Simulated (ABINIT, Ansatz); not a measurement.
# GeTe3Pb (Pm-3m): phonons by linear response, part 3 of 4

How does GeTe3Pb (Pm-3m) vibrate, and is this structure a minimum?

ABINIT 10.8.3; DFT LDA, scalar-relativistic, plane waves, HGH norm-conserving pseudopotentials.

So far. Step 2 (Relaxation): The volume changes by +0.9 % from the cell with which this run began. Step 4 (Zone-centre response): The acoustic modes at Γ come out as far as 1.7 cm⁻¹ from zero, where they should vanish, a small numerical error. The lowest optical mode is imaginary, 90i cm⁻¹, an instability at this level and on this k mesh. The relaxed cell has a = 5.333 Å (conventional setting).

The structure was built from a prototype and need not be the compound's stable phase.

## Step 5: Phonons on a q mesh

Linear response treats each wavevector in the unit cell, with no supercell; the 2×2×2 mesh fixes the range of the force constants to be had.

The input, dfpt_q.abi:

```
ndtset 3

# wavevectors
qpt1 0.5 0.0 0.0
qpt2 0.5 0.5 0.0
qpt3 0.5 0.5 0.5

# displacements
getwfk_filepath "gso_WFK"
getwfq_filepath "gso_WFK"
kptopt 3
nqpt 1
rfphon 1
rfatpol 1 5
rfdir 1 1 1
tolvrs 1.0d-10
prtwf 0

# basis, mesh and filling
ecut 20.0
ixc 7
ngkpt 4 4 4
nshiftk 1
shiftk 0.0 0.0 0.0
istwfk *1
occopt 6
tsmear 0.01
nband 20
nstep 100
diemac 1000000.0
prtebands 0
prtgsr 0
useylm 1

# cell and atoms
acell 3*1.0 Angstrom
rprim 
    5.332976838 0.0 0.0
    0.0 5.332976838 0.0
    0.0 0.0 5.332976838
ntypat 3
znucl 82 32 52
natom 5
typat 1 2 3 3 3
xred 
    0.0 0.0 0.0
    0.5 0.5 0.5
    0.5 0.5 0.0
    0.5 0.0 0.5
    0.0 0.5 0.5
pp_dirpath "./pseudo"
pseudos "Pb.hgh, Ge.hgh, Te.hgh"
```

The run is started by

```console
$ OMP_NUM_THREADS=1 mpirun -n 4 abinit dfpt_q.abi > dfpt_q.log
```

Numbers of over 12 decimals in the logs are rounded to 6 here.

dfpt_q.abo, the main output file:

```text
[banners, grids, parts of the stress and lines that vanish by symmetry left out]
- input  file    -> dfpt_q.abi
- output file    -> dfpt_q.abo
- root for input  files -> dfpt_qi
[...]
DATASET    1 : space group Pm -3 m (#221); Bravais cP (primitive cubic)
[...]
nfft =       91125          nkpt =          64
[...]
DATASET    2 : space group Pm -3 m (#221); Bravais cP (primitive cubic)
[...]
nfft =       91125          nkpt =          64
[...]
DATASET    3 : space group Pm -3 m (#221); Bravais cP (primitive cubic)
[...]
nfft =       91125          nkpt =          64
[...]
== DATASET  1 ==================================================================
[...]
cutoff_energies: {ecut:  20.0, pawecutdg:  -1.0, }
[...]
Exchange-correlation functional for the present dataset will be:
  LDA: Perdew-Wang 92 LSD fit to Ceperley-Alder data - ixc=7
[...]
Perturbation : displacement of atom   1   along direction   1
[...]
-ETOT  1   6030.4452265444      5.916E+03 1.796E+00 6.947E+07
 ETOT  2   5673.7344357246     -3.567E+02 7.937E+00 5.807E+07
 ETOT  3   96.807706083698     -5.577E+03 1.647E+00 1.101E+06
 ETOT  4  0.675456     -9.613E+01 5.167E-02 2.478E+04
 ETOT  5  -1.299664     -1.975E+00 3.090E-02 1.461E+02
[...]
At SCF step   15       vres2   =  8.95E-13 < tolvrs=  1.00E-10 =>converged.
[...]
Perturbation : displacement of atom   1   along direction   2
[...]
-ETOT  1   27.275464021362     -6.361E+01 1.426E+00 9.397E+04
[...]
At SCF step   12       vres2   =  5.76E-11 < tolvrs=  1.00E-10 =>converged.
[...]
Perturbation : displacement of atom   2   along direction   1
[...]
-ETOT  1   3388.0932808027      3.171E+03 2.610E+00 3.808E+07
[...]
At SCF step   15       vres2   =  4.46E-11 < tolvrs=  1.00E-10 =>converged.
[...]
Perturbation : displacement of atom   2   along direction   2
[...]
-ETOT  1   119.94691134439     -7.407E+01 8.773E-01 3.230E+05
[...]
At SCF step   12       vres2   =  4.89E-11 < tolvrs=  1.00E-10 =>converged.
[...]
Perturbation : displacement of atom   3   along direction   1
[...]
-ETOT  1   6004.3224420900      5.575E+03 6.078E+00 7.175E+07
[...]
Perturbation : displacement of atom   3   along direction   2
[...]
-ETOT  1   168.49998998347     -2.090E+02 1.743E+00 5.029E+05
[...]
Perturbation : displacement of atom   3   along direction   3
[...]
-ETOT  1   256.69627595867     -1.276E+02 2.388E+00 6.897E+05
[...]
Perturbation : displacement of atom   5   along direction   1
[...]
-ETOT  1   14620.822848607      1.418E+04 1.245E+01 1.706E+08
[...]
Perturbation : displacement of atom   5   along direction   2
[...]
-ETOT  1   165.98108262309     -2.115E+02 3.097E+00 4.906E+05
[...]
Phonon wavevector (reduced coordinates) :  0.50000  0.00000  0.00000
 Phonon energies in Hartree :
[...]
Phonon frequencies in cm-1    :
- -8.399994E+01 -8.381414E+01 -8.381414E+01 -6.892367E+01 -6.892367E+01
- -5.966025E+01 -4.070984E+01 -2.316360E+01 -2.316360E+01 -2.202015E+01
- -2.202015E+01  1.464785E+02  1.536694E+02  1.536694E+02  1.647407E+02
[...]
== DATASET  2 ==================================================================
[...]
cutoff_energies: {ecut:  20.0, pawecutdg:  -1.0, }
[...]
Exchange-correlation functional for the present dataset will be:
  LDA: Perdew-Wang 92 LSD fit to Ceperley-Alder data - ixc=7
[...]
Perturbation : displacement of atom   1   along direction   1
[...]
-ETOT  1   590.09342199805      4.873E+02 1.347E+00 3.640E+06
[...]
Perturbation : displacement of atom   1   along direction   3
[...]
-ETOT  1   17.848676667001     -7.223E+01 6.472E-01 5.509E+04
[...]
Perturbation : displacement of atom   2   along direction   1
[...]
-ETOT  1   1322.1163425090      1.116E+03 7.049E+00 7.314E+06
[...]
Perturbation : displacement of atom   2   along direction   3
[...]
-ETOT  1   110.27303890237     -8.293E+01 1.913E+00 2.695E+05
[...]
Perturbation : displacement of atom   3   along direction   1
[...]
-ETOT  1   1555.7054280840      1.151E+03 1.909E+00 9.693E+06
[...]
Perturbation : displacement of atom   3   along direction   3
[...]
-ETOT  1   233.86600501044     -1.486E+02 2.279E+00 5.702E+05
[...]
Perturbation : displacement of atom   4   along direction   1
[...]
-ETOT  1   1234.3372554366      8.300E+02 3.879E+00 7.761E+06
[...]
Perturbation : displacement of atom   4   along direction   2
[...]
-ETOT  1   2191.0824778523      1.780E+03 2.911E+01 1.348E+07
[...]
Perturbation : displacement of atom   4   along direction   3
[...]
-ETOT  1   140.51102780810     -2.352E+02 3.950E+00 3.774E+05
[...]
Phonon wavevector (reduced coordinates) :  0.50000  0.50000  0.00000
 Phonon energies in Hartree :
[...]
Phonon frequencies in cm-1    :
- -8.312436E+01 -8.295689E+01 -8.295689E+01 -6.226844E+01 -6.226844E+01
- -6.166668E+01 -3.817672E+01 -3.101237E+01 -3.101237E+01 -2.307998E+01
-  1.456893E+02  1.488488E+02  1.520672E+02  1.662858E+02  1.662858E+02
[...]
== DATASET  3 ==================================================================
[...]
cutoff_energies: {ecut:  20.0, pawecutdg:  -1.0, }
[...]
Exchange-correlation functional for the present dataset will be:
  LDA: Perdew-Wang 92 LSD fit to Ceperley-Alder data - ixc=7
[...]
Perturbation : displacement of atom   1   along direction   1
[...]
-ETOT  1   132.65408507678      3.408E+01 6.317E-01 6.336E+05
[...]
Perturbation : displacement of atom   2   along direction   1
[...]
-ETOT  1   734.45546489280      5.328E+02 3.450E+00 2.976E+06
[...]
Perturbation : displacement of atom   3   along direction   1
[...]
-ETOT  1   491.59463689967      9.681E+01 2.554E+00 2.211E+06
[...]
At SCF step   11       vres2   =  4.22E-11 < tolvrs=  1.00E-10 =>converged.
[...]
Perturbation : displacement of atom   3   along direction   3
[...]
-ETOT  1   1101.5383163201      6.999E+02 2.205E+00 4.735E+06
[...]
ETOT 10   10.839436088691     -1.023E-11 2.041E-04 8.542E-10
 ETOT 11   10.839436088688     -2.956E-12 5.438E-05 5.034E-11
 At SCF step   11       vres2   =  5.03E-11 < tolvrs=  1.00E-10 =>converged.
[...]
Phonon wavevector (reduced coordinates) :  0.50000  0.50000  0.50000
 Phonon energies in Hartree :
[...]
Phonon frequencies in cm-1    :
- -1.008390E+02 -1.008390E+02 -1.008390E+02 -8.473014E+01 -8.473014E+01
- -8.473014E+01 -1.573605E+01 -1.573605E+01 -1.573605E+01  1.464847E+02
-  1.464847E+02  1.529374E+02  1.710532E+02  1.710532E+02  1.710532E+02
[...]
strten2     0.0000000000E+00  0.0000000000E+00  0.0000000000E+00
           strten3     0.0000000000E+00  0.0000000000E+00  0.0000000000E+00
================================================================================
```

Wall time 29 min (4 MPI ranks of Arm Neoverse N1, shared host).

This step gave:

```yaml
lowest_mode_on_the_q_mesh_acoustic_ones_at_the_zone_centre_apart: -100.8 cm⁻¹
```

Frequencies (cm⁻¹) before the sum rule at the irreducible wavevectors but Γ, which is solved apart; negative means imaginary. Frequencies by wavevector:

```
q (fractions)  star  mode 1  mode 2  mode 3  mode 4  mode 13  mode 14  mode 15
      0.5 0 0     3     -84  -83.81  -83.81  -68.92    153.7    153.7    164.7
    0.5 0.5 0     3  -83.12  -82.96  -82.96  -62.27    152.1    166.3    166.3
  0.5 0.5 0.5     1  -100.8  -100.8  -100.8  -84.73    171.1    171.1    171.1
```

## Step 6: Interpolated phonon bands

anaddb transforms the dynamical matrices to force constants and back along the path; points of the mesh come back as solved, but for the sum rule and, in polar crystals, the LO-TO term at Γ; the rest is interpolation.

The input, anaddb.abi:

```
ddb_filepath "all_DDB"
output_file "anaddb.abo"
outdata_prefix "anaddb"
ifcflag 1
ngqpt 2 2 2
nqshft 1
q1shft 0.0 0.0 0.0
asr 1
chneut 0
dipdip 0
dipquad 0
quadquad 0
enunit 0
eivec 0
nph1l 62
qph1l 
    0.0 0.0 0.0 1.0
    0.0 0.05 0.0 1.0
    0.0 0.1 0.0 1.0
    0.0 0.15 0.0 1.0
    0.0 0.2 0.0 1.0
    0.0 0.25 0.0 1.0
    0.0 0.3 0.0 1.0
    0.0 0.35 0.0 1.0
    0.0 0.4 0.0 1.0
    0.0 0.45 0.0 1.0
    0.0 0.5 0.0 1.0
    0.05 0.5 0.0 1.0
    0.1 0.5 0.0 1.0
    0.15 0.5 0.0 1.0
    0.2 0.5 0.0 1.0
    0.25 0.5 0.0 1.0
    0.3 0.5 0.0 1.0
    0.35 0.5 0.0 1.0
    0.4 0.5 0.0 1.0
    0.45 0.5 0.0 1.0
    0.5 0.5 0.0 1.0
    0.45 0.45 0.0 1.0
    0.4 0.4 0.0 1.0
    0.35 0.35 0.0 1.0
    0.3 0.3 0.0 1.0
    0.25 0.25 0.0 1.0
    0.2 0.2 0.0 1.0
    0.15 0.15 0.0 1.0
    0.1 0.1 0.0 1.0
    0.05 0.05 0.0 1.0
    0.0 0.0 0.0 1.0
    0.05 0.05 0.05 1.0
    0.1 0.1 0.1 1.0
    0.15 0.15 0.15 1.0
    0.2 0.2 0.2 1.0
    0.25 0.25 0.25 1.0
    0.3 0.3 0.3 1.0
    0.35 0.35 0.35 1.0
    0.4 0.4 0.4 1.0
    0.45 0.45 0.45 1.0
    0.5 0.5 0.5 1.0
    0.45 0.5 0.45 1.0
    0.4 0.5 0.4 1.0
    0.35 0.5 0.35 1.0
    0.3 0.5 0.3 1.0
    0.25 0.5 0.25 1.0
    0.2 0.5 0.2 1.0
    0.15 0.5 0.15 1.0
    0.1 0.5 0.1 1.0
    0.05 0.5 0.05 1.0
    0.0 0.5 0.0 1.0
    0.5 0.5 0.5 1.0
    0.5 0.5 0.45 1.0
    0.5 0.5 0.4 1.0
    0.5 0.5 0.35 1.0
    0.5 0.5 0.3 1.0
    0.5 0.5 0.25 1.0
    0.5 0.5 0.2 1.0
    0.5 0.5 0.15 1.0
    0.5 0.5 0.1 1.0
    0.5 0.5 0.05 1.0
    0.5 0.5 0.0 1.0
```

The input, mrgddb.in:

```
all_DDB
merged
4
dfpt_gammao_DDB
dfpt_qo_DS1_DDB
dfpt_qo_DS2_DDB
dfpt_qo_DS3_DDB
```

The run is started by

```console
$ mrgddb < mrgddb.in > mrgddb.log
$ OMP_NUM_THREADS=1 anaddb anaddb.abi > anaddb.log
```

anaddb.abo, the main output file:

```text
[banners, grids, parts of the stress and lines that vanish by symmetry left out]
-outvars_anaddb: echo values of input variables ----------------------

 Flags :
[...]
Phonon wavevector (reduced coordinates) :  0.00000  0.00000  0.00000
 Phonon energies in Hartree :
[...]
Phonon frequencies in cm-1    :
- -8.997675E+01 -8.997675E+01 -8.997675E+01 -7.243859E+01 -7.243859E+01
- -7.243859E+01 -5.277118E+01 -5.277118E+01 -5.277118E+01  0.000000E+00
-  0.000000E+00  0.000000E+00  1.659020E+02  1.659020E+02  1.659020E+02
[...]
Phonon wavevector (reduced coordinates) :  0.00000  0.05000  0.00000
 Phonon energies in Hartree :
[...]
Phonon frequencies in cm-1    :
- -8.980469E+01 -8.980469E+01 -8.913608E+01 -7.274258E+01 -7.231476E+01
- -7.231476E+01 -5.256827E+01 -5.256827E+01 -4.990933E+01  3.007560E+00
-  3.007560E+00  1.282965E+01  1.656211E+02  1.656211E+02  1.660388E+02
[...]
Phonon wavevector (reduced coordinates) :  0.00000  0.10000  0.00000
 Phonon energies in Hartree :
[...]
Phonon frequencies in cm-1    :
- -8.930895E+01 -8.930895E+01 -8.691428E+01 -7.361771E+01 -7.197144E+01
- -7.197144E+01 -5.192082E+01 -5.192082E+01 -4.274207E+01  5.809785E+00
-  5.809785E+00  2.967661E+01  1.648012E+02  1.648012E+02  1.664237E+02
[...]
Phonon wavevector (reduced coordinates) :  0.00000  0.15000  0.00000
 Phonon energies in Hartree :
[...]
Phonon frequencies in cm-1    :
- -8.854883E+01 -8.854883E+01 -8.386555E+01 -7.496041E+01 -7.148278E+01
- -7.148278E+01 -5.072683E+01 -5.072683E+01 -3.648361E+01  8.189786E+00
-  8.189786E+00  5.134836E+01  1.635104E+02  1.635104E+02  1.669807E+02
[...]
Phonon wavevector (reduced coordinates) :  0.00000  0.20000  0.00000
 Phonon energies in Hartree :
[...]
Phonon frequencies in cm-1    :
- -8.761566E+01 -8.761566E+01 -8.033712E+01 -7.661881E+01 -7.093950E+01
- -7.093950E+01 -4.886150E+01 -4.886150E+01 -3.354293E+01  9.900509E+00
[...]
Phonon wavevector (reduced coordinates) :  0.00000  0.25000  0.00000
 Phonon energies in Hartree :
[...]
Phonon frequencies in cm-1    :
[...]
Phonon wavevector (reduced coordinates) :  0.00000  0.30000  0.00000
 Phonon energies in Hartree :
[...]
Phonon frequencies in cm-1    :
[...]
Phonon wavevector (reduced coordinates) :  0.00000  0.35000  0.00000
 Phonon energies in Hartree :
[...]
Phonon frequencies in cm-1    :
[...]
Phonon wavevector (reduced coordinates) :  0.00000  0.40000  0.00000
 Phonon energies in Hartree :
[...]
Phonon frequencies in cm-1    :
[...]
Phonon wavevector (reduced coordinates) :  0.00000  0.45000  0.00000
 Phonon energies in Hartree :
[...]
Phonon frequencies in cm-1    :
[...]
Phonon wavevector (reduced coordinates) :  0.00000  0.50000  0.00000
 Phonon energies in Hartree :
[...]
Phonon frequencies in cm-1    :
[...]
Phonon wavevector (reduced coordinates) :  0.05000  0.50000  0.00000
 Phonon energies in Hartree :
[...]
Phonon frequencies in cm-1    :
[...]
Phonon wavevector (reduced coordinates) :  0.10000  0.50000  0.00000
 Phonon energies in Hartree :
[...]
Phonon frequencies in cm-1    :
[...]
Phonon wavevector (reduced coordinates) :  0.15000  0.50000  0.00000
 Phonon energies in Hartree :
[...]
Phonon frequencies in cm-1    :
[...]
Phonon wavevector (reduced coordinates) :  0.25000  0.25000  0.25000
 Phonon energies in Hartree :
[...]
Phonon frequencies in cm-1    :
[...]
-  9.836629E+01  1.012603E+02  1.621329E+02  1.621329E+02  1.642530E+02
  Phonon wavevector (reduced coordinates) :  0.30000  0.30000  0.30000
 Phonon energies in Hartree :
[...]
Phonon frequencies in cm-1    :
- -8.749358E+01 -8.749358E+01 -7.926343E+01 -7.649938E+01 -7.649938E+01
- -7.383639E+01 -4.224965E+01  5.816554E+00  5.816554E+00  1.161296E+02
-  1.161296E+02  1.194874E+02  1.632530E+02  1.632530E+02  1.654640E+02
  Phonon wavevector (reduced coordinates) :  0.35000  0.35000  0.35000
 Phonon energies in Hartree :
[...]
Phonon frequencies in cm-1    :
- -9.195692E+01 -9.195692E+01 -8.395932E+01 -8.112143E+01 -7.893190E+01
- -7.893190E+01 -3.297658E+01 -2.533253E+00 -2.533253E+00  1.300000E+02
[...]
Phonon wavevector (reduced coordinates) :  0.40000  0.40000  0.40000
 Phonon energies in Hartree :
[...]
Phonon frequencies in cm-1    :
[...]
Phonon wavevector (reduced coordinates) :  0.45000  0.45000  0.45000
 Phonon energies in Hartree :
[...]
Phonon frequencies in cm-1    :
[...]
Phonon wavevector (reduced coordinates) :  0.50000  0.50000  0.50000
 Phonon energies in Hartree :
[...]
Phonon frequencies in cm-1    :
[...]
Phonon wavevector (reduced coordinates) :  0.50000  0.50000  0.05000
 Phonon energies in Hartree :
[...]
Phonon frequencies in cm-1    :
[...]
Phonon wavevector (reduced coordinates) :  0.50000  0.50000  0.00000
 Phonon energies in Hartree :
[...]
Phonon frequencies in cm-1    :
[...]
- -6.162497E+01 -3.817620E+01 -3.099508E+01 -3.099508E+01 -2.312256E+01
-  1.457135E+02  1.488606E+02  1.520904E+02  1.662701E+02  1.662701E+02
-
```

It took 0.6 s on 1 thread.

Read from the output:

```yaml
lowest_frequency_on_the_path: -100.8 cm⁻¹
```

Anaddb. The phonon branches at the labelled points (cm⁻¹):

```
    point  branch 1  branch 2  branch 3  branch 4  branch 12  branch 13  branch 14  branch 15
        Γ       -90       -90       -90       -72          0        166        166        166
  halfway       -87       -87       -78       -76         93        160        160        168
        X       -84       -84       -84       -69        146        154        154        165
  halfway       -83       -83       -75       -75        148        151        162        166
        M       -83       -83       -83       -62        149        152        166        166
  halfway       -84       -81       -78       -77         98        156        164        166
        Γ       -90       -90       -90       -72          0        166        166        166
  halfway       -84       -84       -78       -75        101        162        162        164
        R      -101      -101      -101       -85        153        171        171        171
  halfway       -88       -83       -82       -80        148        160        162        167
        X       -84       -84       -84       -69        146        154        154        165
jump to R      -101      -101      -101       -85        153        171        171        171
  halfway       -92       -92       -87       -84        151        160        169        169
        M       -83       -83       -83       -62        149        152        166        166
```

The path dips to 101i cm⁻¹.

(Continued in part 4 of 4.)

[Host names and launcher messages were left out of these logs when they were recorded.]

[Logs are printed without paths, hosts, clocks, repeated set-up lines and the standing remarks that a program may print on its own settings, such as how far it seeks lower states.]

[Hosts, paths, dates, database ids (printed as entryN), source tags and the programs' standing remarks are cut or masked in the printed files.]
